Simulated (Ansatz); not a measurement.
**Structural relaxation of aqueous Zn2+ and I-, 5.3 mol of salt per kg of water, from a frame at 300 K (138 atoms)**

How does aqueous Zn2+ and I-, 5.3 mol of salt per kg of water, from a frame at 300 K (138 atoms) relax, and what do bonds, charges and levels look like afterwards?

Method: Kohn-Sham DFT, RPBE+D4, PAW (set soft_2), plane waves, in Ansatz 0.2.0.

### Step 1. Starting point

The cell holds 138 atoms: 42 O, 84 H, 4 Zn and 8 I. Its edges and angles: a = 11.726 Å, b = 11.726 Å, c = 11.726 Å, α = 90.0°, β = 90.0°, γ = 90.0°. 42 H2O, 4 Zn2+, 8 I- placed at random, at 2.09 g/cm³; overlaps pushed apart, then 10 ps at 420 K with divalent ions of Li, Roberts, Chakravorty and Merz (J. Chem. Theory Comput. 9, 2733 (2013)); Joung-Cheatham ions (J. Phys. Chem. B 112, 9020 (2008)); SPC/E water (Berendsen, Grigera and Straatsma, J. Phys. Chem. 91, 6269 (1987)). Snapshot after 20 ps at 300 K and fixed volume.

Limits known from the start: The network of contacts between molecules at the start is that of the classical potential that made the cell. The concentration wasn't checked against solubility and may exceed it. The density was typed from a rule of thumb and may lie off the real one at this temperature. Only the Γ point is sampled, in a cell whose shortest periodic width is 12 Å. Spin–orbit coupling is left out, which matters for the levels of the heavy elements.

### Step 2. Single point at the start

A single point comes first, to see the forces before anything moves.

File input.yaml:

```yaml
crystal:
  lattice:
    - [11.72638, 0.0, 0.0]
    - [0.0, 11.72638, 0.0]
    - [0.0, 0.0, 11.72638]
  atoms:
    - { symbol: O, position: [0.66843, 0.05822, 0.10551] }
    - { symbol: H, position: [0.59538, 0.05258, 0.14914] }
    - { symbol: H, position: [0.6706, 0.1322, 0.06316] }
    - { symbol: O, position: [0.34039, 0.46341, 0.54551] }
    - { symbol: H, position: [0.42337, 0.46478, 0.5259] }
    - { symbol: H, position: [0.30122, 0.5292, 0.50798] }
    - { symbol: O, position: [0.40322, 0.14457, 0.72977] }
    - { symbol: H, position: [0.40028, 0.10541, 0.80546] }
    - { symbol: H, position: [0.36908, 0.2224, 0.73668] }
    - { symbol: O, position: [0.65609, 0.89792, 0.54388] }
    - { symbol: H, position: [0.68934, 0.8723, 0.46965] }
    - { symbol: H, position: [0.62356, 0.83075, 0.58515] }
    - { symbol: O, position: [0.41454, 0.18302, 0.02035] }
    - { symbol: H, position: [0.43741, 0.17561, 0.10217] }
    - { symbol: H, position: [0.45242, 0.25143, 0.98633] }
    - { symbol: O, position: [0.63237, 0.60059, 0.97041] }
    - { symbol: H, position: [0.56736, 0.63686, 0.01202] }
    - { symbol: H, position: [0.62971, 0.62325, 0.88824] }
    - { symbol: O, position: [0.18179, 0.87905, 0.45119] }
    - { symbol: H, position: [0.09744, 0.87914, 0.43868] }
    - { symbol: H, position: [0.22122, 0.85663, 0.37897] }
    - { symbol: O, position: [0.79158, 0.87875, 0.98899] }
    - { symbol: H, position: [0.74174, 0.92208, 0.04296] }
    - { symbol: H, position: [0.86214, 0.85338, 0.0296] }
    - { symbol: O, position: [0.00935, 0.64362, 0.27201] }
    - { symbol: H, position: [0.93164, 0.61029, 0.26093] }
    - { symbol: H, position: [0.00811, 0.72624, 0.25094] }
    - { symbol: O, position: [0.16712, 0.67909, 0.8675] }
    - { symbol: H, position: [0.11823, 0.61279, 0.88955] }
    - { symbol: H, position: [0.23302, 0.68495, 0.92131] }
    - { symbol: O, position: [0.27862, 0.33184, 0.27769] }
    - { symbol: H, position: [0.33128, 0.26511, 0.28457] }
    [... 100 atom lines left out ...]
    - { symbol: I, position: [0.06462, 0.20142, 0.63753] }
    - { symbol: I, position: [0.72124, 0.53603, 0.22819] }
    - { symbol: I, position: [0.60543, 0.639, 0.69767] }
    - { symbol: I, position: [0.00456, 0.93362, 0.19549] }
    - { symbol: I, position: [0.44734, 0.10295, 0.31028] }
    - { symbol: I, position: [0.91886, 0.53641, 0.959] }
kpoints:
  mp_grid: { grid: [1, 1, 1] }
hamiltonian:
  xc: rpbe
  dispersion: d4
scf:
  occupations: { method: fixed }
output:
  forces: true
  stress: true
  populations: intrinsic
  dos:
    method: { smearing: { sigma: 0.1 } }
    de: 0.1
    projected: { site_lists: { H: [H], I: [I], O: [O], Zn: [Zn] } }
  eigenvalues: true
```

Run with:

```
ansatz run input.yaml --threads 4 --pin off --max-ram 8192MiB --backend cpu --events-out ev --progress --plain --runs-dir out
```

Numbers of over 12 decimals in the logs are rounded to 6 here.

What it wrote:

```text
Engine: ansatz 0.2.0, aarch64-unknown-linux-gnu
Pseudopotentials: kind: paw
Pseudopotential: O, paw, valence charge 6, recommended cutoff 420 eV (normal), O.paw.azcp
Pseudopotential: H, paw, valence charge 1, recommended cutoff 420 eV (normal), H.paw.azcp
Pseudopotential: Zn, paw, valence charge 12, recommended cutoff 420 eV (normal), Zn.paw.azcp
Pseudopotential: I, paw, valence charge 17, recommended cutoff 420 eV (normal), I.paw.azcp
[... 5 lines on functional and potentials left out ...]
Crystal: 138 atoms, lattice volume = 1612.471 Å³
Basis set: ecut = 420 eV, 31439 PW (Γ), exchange–correlation on 160×160×160 points (8 copies of the dense FFT grid, shifted against one another)
Bands: 398, of which v1, the nominal top of the filled ones, is band 260 counted from 1 (259 counted from 0)
Symmetry: 1 space group operations
Space group: P1 (ITA 1), of the structure as read, at distance tolerance 1.2e-4 Å
k-points: 1
[... 12 lines on functional and potentials left out ...]
Initial density: superposition of atomic densities (neutral atoms: chi_scale 0, normalization atom), corrected by the library's trained network
Initial wavefunctions: pseudopotential atomic-orbital guess
Functional: x = rpbe, c = pbe(β = 0.066725)
SCF iter   1: F=—  HF=-98757.368819 eV  |F-HF|=—  |Δ(HF+E_count)|=         —  Δρ=4.69e-3  dr2=3.15e-1  ethr=1.77e-3  ⟨swp⟩=6.0  Hψ=1409  notcnv=0  defer=136
preconditioner: auto → Resta (q_TF=auto, 2.259 Å⁻¹)  ε∞=2.4  [insulator: Δε(μ)=3.690 eV  Ē_g=16.316 eV  n_scr=304 (ndim 8)  ℏωp=19.4 eV  f_vac=0.234  ε∞_Penn≈2.4]
SCF iter   2: F=—  HF=-98757.241731 eV  |F-HF|=—  |Δ(HF+E_count)|=   1.27e-1  Δρ=2.25e-3  dr2=6.79e-2  ethr=6.06e-5  ⟨swp⟩=3.0  Hψ=585  notcnv=0  defer=136
SCF iter   3: F=—  HF=-98757.203802 eV  |F-HF|=—  |Δ(HF+E_count)|=   3.79e-2  Δρ=1.07e-3  dr2=1.60e-2  ethr=1.30e-5  ⟨swp⟩=3.0  Hψ=489  notcnv=0  defer=136
SCF iter   4: F=—  HF=-98757.201238 eV  |F-HF|=—  |Δ(HF+E_count)|=   2.56e-3  Δρ=2.75e-4  dr2=1.18e-3  ethr=3.08e-6  ⟨swp⟩=2.0  Hψ=486  notcnv=0  defer=136
SCF iter   5: F=—  HF=-98757.201630 eV  |F-HF|=—  |Δ(HF+E_count)|=   3.93e-4  Δρ=1.66e-4  dr2=3.67e-4  ethr=2.26e-7  ⟨swp⟩=3.0  Hψ=639  notcnv=0  defer=136
SCF iter   6: F=—  HF=-98757.201673 eV  |F-HF|=—  |Δ(HF+E_count)|=   4.27e-5  Δρ=5.66e-5  dr2=3.58e-5  ethr=7.07e-8  ⟨swp⟩=3.0  Hψ=528  notcnv=0  defer=135
SCF iter   7: F=—  HF=-98757.201545 eV  |F-HF|=—  |Δ(HF+E_count)|=   1.28e-4  Δρ=2.02e-5  dr2=5.19e-6  ethr=6.89e-9  ⟨swp⟩=3.0  Hψ=489  notcnv=0  defer=135
SCF iter   8: F=—  HF=-98757.201549 eV  |F-HF|=—  |Δ(HF+E_count)|=   4.51e-6  Δρ=9.24e-6  dr2=1.06e-6  ethr=9.98e-10  ⟨swp⟩=3.0  Hψ=450  notcnv=0  defer=136
SCF iter   9: F=—  HF=-98757.201550 eV  |F-HF|=—  |Δ(HF+E_count)|=   4.08e-7  Δρ=2.88e-6  dr2=1.16e-7  ethr=2.04e-10  ⟨swp⟩=3.0  Hψ=501  notcnv=0  defer=136
SCF iter  10: F=-98757.201550 eV  HF=-98757.201550 eV  |F-HF|=1.72e-8  |Δ(HF+E_count)|=   1.39e-7  Δρ=1.38e-6  dr2=2.67e-8  ethr=1.92e-11  ⟨swp⟩=19.0  Hψ=3447  notcnv=0
SCF 1 converged in 10 iterations: F = -98757.201550 eV  dr2 = 2.67e-8
  greatest PAW one-centre occupation: 0.999 electrons in one spin orbital (limit 2), on the I atom at site 133 (counted from 0), in its partial waves of l = 2
SCF converged after 10 iterations
Free energy (F): -98757.201550 eV
Harris-Foulkes:  -98757.201550 eV  (|F-HF|=1.72e-8)
Internal energy: -98757.201550 eV  (E = F + TS)
E sigma→0 (E₀):  -98757.201550 eV
Fermi energy:    0.319553 eV
--- Per-component energies (eV) ---
  E_band       = -6470.649775
  E_kinetic    = 10572.345726
  E_local      = -58248.933081  (includes V_loc(G=0)·N_el)
  E_nonlocal   = 3890.079708
  E_hartree    = 24984.488349
  E_xc         = -5421.560126
  E_vxc        = -6128.289902  (∫ρ·V_xc dr)
  E_paw        = -52731.927644  (= ΣΔE_a)
  E_vpaw       = -6524.830605  (= ΣTr[D̂ρ^β])
  E_aug_tail   = 0.003401  (compensation charges beyond the density's cutoff)
  E_ewald      = -21784.441135
  E_disp       = -15.592881  (pairwise vdW)
  E_core_change = -1.663867  (= ΣΔE_core)
  E_smearing   = -0.000000  (= −TS)
  E_closure    = -0.000000  (closes the sum)
  Σ components = -98757.201550   (vs F -98757.201550, Δ=0.00e0)
--- Forces (eV/Å), atoms counted from 1 ---
  atom   1  O     -0.33695170    -0.01863342     0.41554678
  atom   2  H      0.69431870     0.35903512    -0.66739599
  atom   3  H     -0.40115921    -0.68864215     0.34308829
  atom   4  O      0.85841564     0.72735872    -0.80060495
  atom   5  H     -1.34819599     0.23855319     0.26903821
  atom   6  H      0.42238562    -0.78468095     0.37893605
  atom   7  O     -0.02756807    -0.37851028     0.74349571
  atom   8  H     -0.70058110     0.49293241    -0.89052608
  atom   9  H      0.24001631    -0.40950832     0.10327193
  atom  10  O     -0.57459573    -1.08599816    -0.28251660
  atom  11  H     -0.32157797    -0.13090803     0.44968520
  atom  12  H      0.51551941     0.65182969    -0.50645517
  atom  13  O     -0.28713976     0.22890967     0.18141962
  atom  14  H     -0.01561105     0.35141925    -0.87189257
[...]
atom 137  I      0.09536091    -0.13496153    -0.09759710
  atom 138  I      1.40581634     0.32974669    -0.67402501
  max |Σ_I F_I| component: 2.26e-5 eV/Å
--- Stress (GPa, compression-positive) ---
        0.915970      -0.463428      -0.120034
       -0.463428       1.779751      -0.333636
       -0.120034      -0.333636       1.273405
  P = ⅓ Tr σ = 1.3230 GPa (13.230 kbar)
--- Band table (eV) ---
  k-point 0: bands = ["-43.2125", "-43.1730", "-43.1639", "-43.0822", [... 382 levels ...], "11.9691", "12.0130", "12.0416", "12.0839", "12.1021", "12.1398", "12.1607", "12.2072", "12.2755", "12.3406", "12.3418", "12.3737"]
--- intrinsic populations: 138 sites ---
  site symbol       q [e]
     0      O      6.7544
     1      H      0.6476
     2      H      0.6571
[...]
137      I     17.6309
  spilling = -0.000000 (of n_electrons = 520.000000)
```

It took 30 s on 4 threads of Arm Neoverse V1, shared host; peak memory 2.1 GiB.

In the SCF lines HF is the Harris–Foulkes energy and dr2 the Hartree energy of the density residual, in eV; the loop may stop once dr2 is under the threshold and the program's other checks hold. Hψ counts applications of the Hamiltonian.

Read from the output:

- free energy: -98757.2015 eV
- free energy per atom: -715.6319 eV/atom
- SCF cycles: 10
- pressure: 1.323 GPa
- r.m.s. force component: 0.8153 eV/Å
- longest force: 4.483 eV/Å
- Fermi energy: 0.3196 eV
- gap (highest filled to lowest empty level): 3.73 eV

The r.m.s. force component of 0.82 eV/Å and the pressure of 1.3 GPa set the starting point.

Neighbours are counted within 1.21 Å (H-O), 2.48 Å (O-Zn), 3.05 Å (I-Zn).

Length of the force by element and coordination:

| element | coordination | atoms | mean length of the force (eV/Å) | spread | least | most |
| --- | --- | --- | --- | --- | --- | --- |
| H | all | 84 | 0.984 | 0.271 | 0.212 | 1.63 |
| I | all | 8 | 0.844 | 0.809 | 0.113 | 2.51 |
| I | 0 | 5 | 0.275 | 0.143 | 0.113 | 0.49 |
| I | 1 | 3 | 1.79 | 0.522 | 1.28 | 2.51 |
| O | all | 42 | 1.62 | 1.12 | 0.205 | 4.48 |
| O | 2 | 23 | 0.736 | 0.271 | 0.205 | 1.38 |
| O | 3 | 19 | 2.69 | 0.763 | 1.26 | 4.48 |
| Zn | all | 4 | 1.88 | 0.317 | 1.36 | 2.19 |
| Zn | 4 | 1 | 1.88 | 0 | 1.88 | 1.88 |
| Zn | 6 | 3 | 1.88 | 0.365 | 1.36 | 2.19 |

(Continued in part 2 of 3.)

[Logs are printed without paths, hosts, clocks, repeated set-up lines and the standing remarks that a program may print on its own settings, such as how far it seeks lower states.]

[Hosts, paths, dates, database ids (printed as entryN), source tags and the programs' standing remarks are cut or masked in the printed files.]
